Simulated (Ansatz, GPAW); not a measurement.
# A 7-layer slab of V(110): work function by functional and basis, part 2 of 3

How far do functional and basis move the work function of a 7-layer slab of V(110)?

GPAW 26.7.0 and Ansatz 0.2.0; Ansatz plane waves; slab in vacuum with a dipole correction, relaxation (the session's first sound run).

So far, upper work function (eV): step 2 (relaxation) 4.69.

## Step 3: Plane waves, PBE

With the geometry fixed, the planar mean of the potential gives the vacuum level on each side.

This step: GPAW, PAW setups; slab in vacuum (GPAW 26.7.0).

Contents of run.py:

```python
import json
import numpy as np
from ase import Atoms
from gpaw import GPAW, PW

slab = Atoms(
    ['V', 'V', 'V', 'V', 'V', 'V', 'V'],
    positions=[
        [0.00000, 0.00000, 9.00000],
        [2.13546, 0.00000, 11.13546],
        [0.00000, 0.00000, 13.27092],
        [2.13546, 0.00000, 15.36242],
        [0.00000, 0.00000, 17.44673],
        [2.13546, 0.00000, 19.56463],
        [0.00000, 0.00000, 21.53695]],
    cell=[[2.13546, -1.51, 0.0], [2.13546, 1.51, 0.0], [0.0, 0.0, 30.81277]],
    pbc=[True, True, False])

slab.calc = GPAW(mode=PW(400), xc='PBE', kpts={'size': (13, 13, 1), 'gamma': True},
                 occupations={'name': 'fermi-dirac', 'width': 0.1}, nbands='160%',
                 convergence={'density': 1e-05}, maxiter=200,
                 poissonsolver={'dipolelayer': 'xy'},
                 symmetry={'tolerance': 1e-3}, txt='slab.txt')
result = {}
energy = slab.get_potential_energy()
fermi = slab.calc.get_fermi_level()
v = slab.calc.get_electrostatic_potential().mean((0, 1)) - fermi
n = slab.calc.get_pseudo_density().mean((0, 1))
L = slab.cell[2, 2]
z = np.arange(len(v)) * L / len(v)
low, high = slab.positions[:, 2].min(), slab.positions[:, 2].max()
below, above = np.interp([low - 6.8, high + 6.8], z, v)
slopes = [np.interp(x, z, np.gradient(v, z)) for x in (low - 6.8, high + 6.8)]
eps = np.array([[slab.calc.get_eigenvalues(k, s) for k in range(len(slab.calc.get_ibz_k_points()))]
                for s in range(slab.calc.get_number_of_spins())]) - fermi
top, bottom = eps[eps < 0].max(), eps[eps > 0].min()
dipole = slab.get_dipole_moment()[2]
print(f'energy {energy:.4f} eV, Fermi level {fermi:.4f} eV, dipole {dipole:.5f} e A')
print(f'potential 6.8 A off the faces, from the Fermi level: lower {below:.4f} eV, upper {above:.4f} eV')
print(f'slope of the potential there: lower {slopes[0]:.5f}, upper {slopes[1]:.5f} eV/A')
print(f'nearest levels on the mesh: {top:.4f} and {bottom:.4f} eV')
print('magnetic moment', round(slab.get_magnetic_moment(), 3))
result.update(energy=energy, fermi=fermi, dipole=dipole, below=below, above=above, slopes=slopes, edges=[top, bottom],
              z=z.tolist(), v=v.tolist(), n=n.tolist(), positions=slab.positions.tolist(),
              forces=slab.get_forces(apply_constraint=False).tolist(), moments=slab.get_magnetic_moments().tolist())
json.dump(result, open('result.json', 'w'))
```

Started as:

```sh
OMP_NUM_THREADS=1 OPENBLAS_NUM_THREADS=1 python run.py
```

Output:

```text
energy -57.4769 eV, Fermi level 2.1836 eV, dipole 0.00301 e A
potential 6.8 A off the faces, from the Fermi level: lower 4.7689 eV, upper 4.6834 eV
slope of the potential there: lower -0.00004, upper -0.00008 eV/A
nearest levels on the mesh: -0.0015 and 0.0010 eV
magnetic moment 0.0
```

Wall time 15 min (1 thread of Arm Neoverse V1, shared host); peak memory 0.42 GiB.

Numbers from this step:

- dipole along the normal: 0.003009 e·Å
- levels nearest the Fermi level on the mesh: -0.001479, 9.92e-4 eV from the Fermi level
- upper work function: 4.683 eV
- lower work function: 4.769 eV

The electrostatic potential energy of an electron (without an applied field's), less the Fermi level, planar mean oscillates, so the rows of the table below give means over windows of 2.14 Å about each position, cut where the curve ends. Its maxima inside the range that stand out by 2 % of the span (Å: eV): 10.1: -1.01, 12.2: -1.03, 14.3: -1.43, 16.4: -1.50, 18.5: -1.20, 20.5: -2.46. Its minima: 9.0: -19.9, 11.1: -19.8, 13.3: -19.7, 15.4: -19.6, 17.4: -19.7, 19.6: -19.8, 21.5: -19.9.

Table of electrostatic potential energy of an electron (without an applied field's), less the Fermi level, planar mean by z; means over each step:

```
z (Å)  electrostatic potential energy of an electron (without an applied field's), less the Fermi level, planar mean (eV)
 1.07                                                                                                                4.77
 3.21                                                                                                                4.77
 5.35                                                                                                                4.74
 7.49                                                                                                                1.16
 9.63                                                                                                               -9.34
11.77                                                                                                               -9.25
13.91                                                                                                               -9.55
16.05                                                                                                               -9.63
18.19                                                                                                               -9.40
20.33                                                                                                               -10.8
22.47                                                                                                               -4.74
24.61                                                                                                                4.57
26.75                                                                                                                4.68
28.89                                                                                                                4.68
```

The pseudo valence density, planar mean oscillates, so the rows of the table below give means over windows of 2.14 Å about each position, cut where the curve ends. Its maxima inside the range that stand out by 2 % of the span (Å: e/Å³): 9.0: 2.33, 11.1: 2.32, 13.3: 2.32, 15.4: 2.29, 17.5: 2.19, 19.5: 2.20, 21.6: 2.26. Its minima: 10.1: 0.268, 12.2: 0.265, 14.3: 0.277, 16.5: 0.283, 18.4: 0.276, 20.5: 0.321.

The pseudo valence density, planar mean by z; means over each step:

```
z (Å)  pseudo valence density, planar mean (e/Å³)
 3.21                                      5.8e-6
 5.35                                      9.1e-4
 7.49                                       0.124
 9.63                                       0.946
11.77                                       0.944
13.91                                       0.965
16.05                                       0.973
18.19                                       0.956
20.33                                        1.08
22.47                                       0.604
24.61                                     0.00335
26.75                                      2.3e-5
```

Force by atom:

```
atom  x (eV/Å)  y (eV/Å)  z (eV/Å)   size
  V1     0.000     0.000     0.513  0.513
  V2     0.000     0.000    -0.382  0.382
  V3     0.000     0.000    -0.187  0.187
  V4     0.000     0.000    -0.005  0.005
  V5     0.000     0.000     0.020  0.020
  V6     0.000     0.000    -0.044  0.044
  V7     0.000     0.000     0.084  0.084
```

The potential is flat to 8.2e-5 eV/Å where it is read, so the vacuum is wide enough. The geometry is the other program's minimum; here the largest force on a free atom is 0.084 eV/Å.

## Step 4: Self-consistent run: xc = "LDA"

The same geometry under LDA, to see how far the functional moves the levels against the vacuum.

run.py, as its differences from that of step 3:

```diff
@@ -18,3 +18,3 @@
 
-slab.calc = GPAW(mode=PW(400), xc='PBE', kpts={'size': (13, 13, 1), 'gamma': True},
+slab.calc = GPAW(mode=PW(400), xc='LDA', kpts={'size': (13, 13, 1), 'gamma': True},
                  occupations={'name': 'fermi-dirac', 'width': 0.1}, nbands='160%',
```

Output:

```text
energy -64.1231 eV, Fermi level 1.9056 eV, dipole 0.00284 e A
potential 6.8 A off the faces, from the Fermi level: lower 4.9875 eV, upper 4.9068 eV
slope of the potential there: lower -0.00003, upper -0.00009 eV/A
nearest levels on the mesh: -0.0016 and 0.0040 eV
magnetic moment 0.0
```

Run time: 15 min. Hardware: 1 thread; peak memory 0.42 GiB.

This step gave:

* dipole along the normal: 0.002839 e·Å
* levels nearest the Fermi level on the mesh: -0.001630, 0.003985 eV from the Fermi level
* upper work function: 4.907 eV
* lower work function: 4.987 eV

The electrostatic potential energy of an electron (without an applied field's), less the Fermi level, planar mean oscillates, so the rows of the table below give means over windows of 2.14 Å about each position, cut where the curve ends. Its maxima inside the range that stand out by 2 % of the span (Å: eV): 10.1: -0.675, 12.2: -0.690, 14.3: -1.08, 16.4: -1.15, 18.5: -0.864, 20.5: -2.09. Its minima: 9.0: -19.6, 11.1: -19.5, 13.3: -19.4, 15.4: -19.3, 17.4: -19.4, 19.6: -19.5, 21.5: -19.6.

The electrostatic potential energy of an electron (without an applied field's), less the Fermi level, planar mean by z; means over each step:

```
z (Å)  electrostatic potential energy of an electron (without an applied field's), less the Fermi level, planar mean (eV)
 1.07                                                                                                                4.98
 3.21                                                                                                                4.99
 5.35                                                                                                                4.96
 7.49                                                                                                                1.42
 9.63                                                                                                               -9.00
11.77                                                                                                               -8.91
13.91                                                                                                               -9.21
16.05                                                                                                               -9.29
18.19                                                                                                               -9.06
20.33                                                                                                               -10.4
22.47                                                                                                               -4.45
24.61                                                                                                                4.80
26.75                                                                                                                4.91
28.89                                                                                                                4.91
```

The pseudo valence density, planar mean oscillates, so the rows of the table below give means over windows of 2.14 Å about each position, cut where the curve ends. Its maxima inside the range that stand out by 2 % of the span (Å: e/Å³): 9.0: 2.33, 11.1: 2.31, 13.3: 2.32, 15.4: 2.29, 17.5: 2.19, 19.5: 2.20, 21.6: 2.26. Its minima: 10.1: 0.267, 12.2: 0.264, 14.3: 0.276, 16.5: 0.282, 18.4: 0.275, 20.5: 0.321.

Table of pseudo valence density, planar mean by z; means over each step:

z (Å), pseudo valence density, planar mean (e/Å³) and a bar:
```
     3.21       0.00 
     5.35       0.00 
     7.49       0.12 ###
     9.63       0.95 ##########################
    11.77       0.94 ##########################
    13.91       0.96 ###########################
    16.05       0.97 ###########################
    18.19       0.96 ###########################
    20.33       1.08 ##############################
    22.47       0.60 #################
    24.61       0.00 
    26.75       0.00
```

Force by atom:

```
atom  x (eV/Å)  y (eV/Å)  z (eV/Å)  size
  V1      0.00      0.00      1.04  1.04
  V2      0.00      0.00     -0.39  0.39
  V3      0.00      0.00     -0.15  0.15
  V4      0.00      0.00      0.00  0.00
  V5      0.00      0.00     -0.02  0.02
  V6      0.00      0.00      0.09  0.09
  V7      0.00      0.00     -0.57  0.57
```

The upper face's work function is 4.907 eV, against 4.683 eV in the first plane-wave PBE run at this geometry.

## Step 5: OptPBE vdW: xc = "optPBE-vdW"

The same geometry under optPBE-vdW, to see how far the functional moves the levels against the vacuum (the van der Waals functionals take revPBE setups).

run.py, as its differences from that of step 4:

```diff
@@ -18,3 +18,3 @@
 
-slab.calc = GPAW(mode=PW(400), xc='LDA', kpts={'size': (13, 13, 1), 'gamma': True},
+slab.calc = GPAW(mode=PW(400), xc='optPBE-vdW', kpts={'size': (13, 13, 1), 'gamma': True},
                  occupations={'name': 'fermi-dirac', 'width': 0.1}, nbands='160%',
```

Output:

```text
energy -113.8950 eV, Fermi level 2.1149 eV, dipole 0.00298 e A
potential 6.8 A off the faces, from the Fermi level: lower 4.8980 eV, upper 4.8134 eV
slope of the potential there: lower -0.00006, upper -0.00007 eV/A
nearest levels on the mesh: -0.0032 and 0.0090 eV
magnetic moment 0.0
```

It took 14 min on 1 thread; peak memory 0.57 GiB.

Numbers from this step:

* dipole along the normal: 0.002977 e·Å
* levels nearest the Fermi level on the mesh: -0.003169, 0.009047 eV from the Fermi level
* upper work function: 4.813 eV
* lower work function: 4.898 eV

The upper face's work function is 4.813 eV, against 4.683 eV in the first plane-wave PBE run at this geometry.

## Step 6: Self-consistent run: xc = "RPBE"

The same geometry under RPBE, to see how far the functional moves the levels against the vacuum.

run.py, as its differences from that of step 5:

```diff
@@ -18,3 +18,3 @@
 
-slab.calc = GPAW(mode=PW(400), xc='optPBE-vdW', kpts={'size': (13, 13, 1), 'gamma': True},
+slab.calc = GPAW(mode=PW(400), xc='RPBE', kpts={'size': (13, 13, 1), 'gamma': True},
                  occupations={'name': 'fermi-dirac', 'width': 0.1}, nbands='160%',
```

Output:

```text
energy -54.2291 eV, Fermi level 2.2998 eV, dipole 0.00296 e A
potential 6.8 A off the faces, from the Fermi level: lower 4.6480 eV, upper 4.5639 eV
slope of the potential there: lower -0.00004, upper -0.00008 eV/A
nearest levels on the mesh: -0.0037 and 0.0014 eV
magnetic moment 0.0
```

The job ended after 16 min (1 thread; peak memory 0.42 GiB).

This step gave:

```yaml
dipole_along_the_normal: 0.002961 e·Å
levels_nearest_the_fermi_level_on_the_mesh: -0.003704, 0.001398 eV from the Fermi level
upper_work_function: 4.564 eV
lower_work_function: 4.648 eV
```

The electrostatic potential energy of an electron (without an applied field's), less the Fermi level, planar mean oscillates, so the rows of the table below give means over windows of 2.14 Å about each position, cut where the curve ends. Its maxima inside the range that stand out by 2 % of the span (Å: eV): 10.1: -1.13, 12.2: -1.14, 14.3: -1.55, 16.4: -1.62, 18.5: -1.32, 20.5: -2.58. Its minima: 9.0: -20.0, 11.1: -19.9, 13.3: -19.8, 15.4: -19.7, 17.4: -19.8, 19.6: -19.9, 21.5: -20.0.

Electrostatic potential energy of an electron (without an applied field's), less the Fermi level, planar mean against z; means over each step:

```
z (Å)  electrostatic potential energy of an electron (without an applied field's), less the Fermi level, planar mean (eV)
 1.07                                                                                                                4.64
 3.21                                                                                                                4.65
 5.35                                                                                                                4.62
 7.49                                                                                                                1.04
 9.63                                                                                                               -9.45
11.77                                                                                                               -9.36
13.91                                                                                                               -9.66
16.05                                                                                                               -9.75
18.19                                                                                                               -9.51
20.33                                                                                                               -10.9
22.47                                                                                                               -4.85
24.61                                                                                                                4.45
26.75                                                                                                                4.56
28.89                                                                                                                4.56
```

The upper face's work function is 4.564 eV, against 4.683 eV in the first plane-wave PBE run at this geometry.

## Step 7: Self-consistent run: xc = "vdW-DF2"

The same geometry under vdW-DF2, to see how far the functional moves the levels against the vacuum (the van der Waals functionals take revPBE setups).

run.py, as its differences from that of step 6:

```diff
@@ -18,3 +18,3 @@
 
-slab.calc = GPAW(mode=PW(400), xc='RPBE', kpts={'size': (13, 13, 1), 'gamma': True},
+slab.calc = GPAW(mode=PW(400), xc='vdW-DF2', kpts={'size': (13, 13, 1), 'gamma': True},
                  occupations={'name': 'fermi-dirac', 'width': 0.1}, nbands='160%',
```

Output:

```text
energy -355.1377 eV, Fermi level 2.1170 eV, dipole 0.00312 e A
potential 6.8 A off the faces, from the Fermi level: lower 4.9640 eV, upper 4.8754 eV
slope of the potential there: lower -0.00009, upper -0.00007 eV/A
nearest levels on the mesh: -0.0004 and 0.0002 eV
magnetic moment 0.0
```

Elapsed: 22 min, on 1 thread; peak memory 0.57 GiB.

Numbers from this step:

| Item | Value |
| --- | --- |
| dipole along the normal | 0.003116 e·Å |
| levels nearest the Fermi level on the mesh | -3.94e-4, 2.11e-4 eV from the Fermi level |
| upper work function | 4.875 eV |
| lower work function | 4.964 eV |

The electrostatic potential energy of an electron (without an applied field's), less the Fermi level, planar mean oscillates, so the rows of the table below give means over windows of 2.14 Å about each position, cut where the curve ends. Its maxima inside the range that stand out by 2 % of the span (Å: eV): 10.1: -1.23, 12.2: -1.25, 14.3: -1.64, 16.4: -1.71, 18.5: -1.43, 20.5: -2.65. Its minima: 9.0: -19.8, 11.1: -19.7, 13.3: -19.7, 15.4: -19.5, 17.4: -19.6, 19.6: -19.7, 21.5: -19.8.

The electrostatic potential energy of an electron (without an applied field's), less the Fermi level, planar mean by z; means over each step:

z (Å), electrostatic potential energy of an electron (without an applied field's), less the Fermi level, planar mean (eV) and a bar from the least value:
```
     1.07        5.0 ##############################
     3.21        5.0 ##############################
     5.35        4.9 ##############################
     7.49        1.2 #######################
     9.63       -9.4 ###
    11.77       -9.3 ###
    13.91       -9.6 ##
    16.05       -9.7 ##
    18.19       -9.5 ###
    20.33      -10.8 
    22.47       -4.7 ############
    24.61        4.7 ##############################
    26.75        4.9 ##############################
    28.89        4.9 ##############################
```

The upper face's work function is 4.875 eV, against 4.683 eV in the first plane-wave PBE run at this geometry.

## Step 8: Self-consistent run: xc = "revPBE"

The same geometry under revPBE, to see how far the functional moves the levels against the vacuum.

run.py, as its differences from that of step 7:

```diff
@@ -18,3 +18,3 @@
 
-slab.calc = GPAW(mode=PW(400), xc='vdW-DF2', kpts={'size': (13, 13, 1), 'gamma': True},
+slab.calc = GPAW(mode=PW(400), xc='revPBE', kpts={'size': (13, 13, 1), 'gamma': True},
                  occupations={'name': 'fermi-dirac', 'width': 0.1}, nbands='160%',
```

Output:

```text
energy -54.8619 eV, Fermi level 2.2759 eV, dipole 0.00298 e A
potential 6.8 A off the faces, from the Fermi level: lower 4.6632 eV, upper 4.5788 eV
slope of the potential there: lower -0.00004, upper -0.00008 eV/A
nearest levels on the mesh: -0.0016 and 0.0012 eV
magnetic moment 0.0
```

Run time: 15 min. Hardware: 1 thread; peak memory 0.42 GiB.

Numbers from this step:

```
dipole along the normal                    : 0.002976 e·Å
levels nearest the Fermi level on the mesh : -0.001638, 0.001178 eV from the Fermi level
upper work function                        : 4.579 eV
lower work function                        : 4.663 eV
```

The upper face's work function is 4.579 eV, against 4.683 eV in the first plane-wave PBE run at this geometry.

[end of part 2 of 3]

[Logs are printed without paths, hosts, clocks, repeated set-up lines and the standing remarks that a program may print on its own settings, such as how far it seeks lower states.]

[Hosts, paths, dates, database ids (printed as entryN), source tags and the programs' standing remarks are cut or masked in the printed files.]
